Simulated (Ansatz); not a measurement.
G0W0 rungs for Ta3N5 (Cmcm).

```cif
data_structure
_symmetry_space_group_name_H-M 'P 1'
_symmetry_Int_Tables_number 1
_cell_length_a 5.4631
_cell_length_b 5.4631
_cell_length_c 10.2624
_cell_angle_alpha 90.000
_cell_angle_beta 90.000
_cell_angle_gamma 138.330
_cell_volume 203.63
loop_
_atom_site_label
_atom_site_type_symbol
_atom_site_fract_x
_atom_site_fract_y
_atom_site_fract_z
_atom_site_occupancy
Ta1 Ta 0.80290 0.19710 0.25000 1
Ta2 Ta 0.19710 0.80290 0.75000 1
Ta3 Ta 0.86545 0.13455 0.55906 1
Ta4 Ta 0.13455 0.86545 0.05906 1
Ta5 Ta 0.13455 0.86545 0.44094 1
Ta6 Ta 0.86545 0.13455 0.94094 1
N7 N 0.23678 0.76322 0.25000 1
N8 N 0.76322 0.23678 0.75000 1
N9 N 0.95299 0.04701 0.11949 1
N10 N 0.04701 0.95299 0.61949 1
N11 N 0.04701 0.95299 0.88051 1
N12 N 0.95299 0.04701 0.38051 1
N13 N 0.69138 0.30862 0.07378 1
N14 N 0.30862 0.69138 0.57378 1
N15 N 0.30862 0.69138 0.92622 1
N16 N 0.69138 0.30862 0.42622 1
```

The cell and positions come from the Crystallography Open Database and are kept as given unless a step says otherwise. Spin-orbit coupling is left out unless a run names it.

Runs so far (Ansatz 0.2.0, start LDA, PAW set soft_1 files, 4×4×2 mesh). Times are wall times on 1 × NVIDIA H100 80GB HBM3 (shared by 6 runs) with 2 threads of AMD EPYC 7R13 (Zen 3), shared host, good to a factor of about two.

```csv
bands summed,cutoff (eV),gap on the mesh (eV),time
227,50,1.657,19 s
526,100,1.773,37 s
913,150,1.884,100 s
```

**Question.** What should the next rung give, with 1572 bands and screening to 220 eV, and where is the limit?

The error falls about as one over the bands when the cutoff rises with them. A line through the two highest rungs given predicts 1.948 eV; the run gave 1.963 eV, close to it. The two highest rungs put the limit near 2.071 eV, the pair below near 2.036 eV; their difference is a rough measure of what is unsettled in bands and cutoff; the mesh is a separate error.

Gaps are over the mesh's points; an edge off the mesh would be missed. Limits: not at the basis limit; no spin-orbit coupling.

[Paths, hosts, dates, memory and timing lines, banners, echoed tables and standing remarks are left out of the program output.]

[Logs are printed without paths, hosts, clocks, repeated set-up lines and the standing remarks that a program may print on its own settings, such as how far it seeks lower states.]

[Runs of the session that timed out or met a known fault of the program may be left out.]

[Cells called generated may have been cut or substituted from an entry of the Crystallography Open Database or the Materials Project.]

[Hosts, paths, dates, database ids (printed as entryN), source tags and the programs' standing remarks are cut or masked in the printed files.]
